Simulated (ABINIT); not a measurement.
An input for ABINIT 10.8.3 (Sr2H3I (P-3m1)):

```
acell 3*1.0 Angstrom
rprim 
  4.242728767114 -0.000000000028 0.000000000000
  -2.121364383533 3.674310893702 0.000000000000
  0.000000000000 0.000000000000 7.682747430000
ntypat 3
znucl 38 1 53
natom 6
typat 1 1 2 2 2 3
xred 
  0.666666666667 0.333333333333 0.678655290000
  0.333333333333 0.666666666667 0.321344710000
  0.000000000000 0.000000000000 0.500000000000
  0.666666666667 0.333333333333 0.357251500000
  0.333333333333 0.666666666667 0.642748500000
  0.000000000000 0.000000000000 0.000000000000
pp_dirpath "pseudos"
pseudos "Sr.upf, H.upf, I.upf"
ecut 31
ngkpt 3 3 2
nshiftk 1
shiftk 0 0 0
kptopt 1
chksymbreak 0
istwfk *1
occopt 1
irdwfk 1
optdriver 3
nband 160
ecuteps 4.8
inclvkb 2
awtr 1
symchi 1
gwcalctyp 10
mbpt_sciss 1.982 eV
nqptdm 1
qptdm 
  0 0 0
indata_prefix "in"
outdata_prefix "out"
tmpdata_prefix "tmp"
```

```sh
OMP_NUM_THREADS=1 mpirun -n 4 abinit run.abi > log
```

Q: Estimate wall time and host memory on 4 MPI ranks of Arm Neoverse V1, shared host.

It took 19 s; on shared hardware allow 9.4 s to 37 s. Peak host memory was 1.2 GiB.

[Paths, hosts, dates, memory and timing lines, banners, echoed tables and standing remarks are left out of the program output.]

[Logs are printed without paths, hosts, clocks, repeated set-up lines and the standing remarks that a program may print on its own settings, such as how far it seeks lower states.]

[Runs of the session that timed out or met a known fault of the program may be left out.]

[Hosts, paths, dates, database ids (printed as entryN), source tags and the programs' standing remarks are cut or masked in the printed files.]

[G0W0 gaps are taken among the corrected bands and points alone; a level outside them can change the order at an edge.]

[Where Ansatz stands beside ABINIT at settings called matched, ABINIT's density can come from a denser mesh and the files from another edition; pairs whose starting gaps differed by over 0.03 eV were left out, so agreement reads better than it is.]
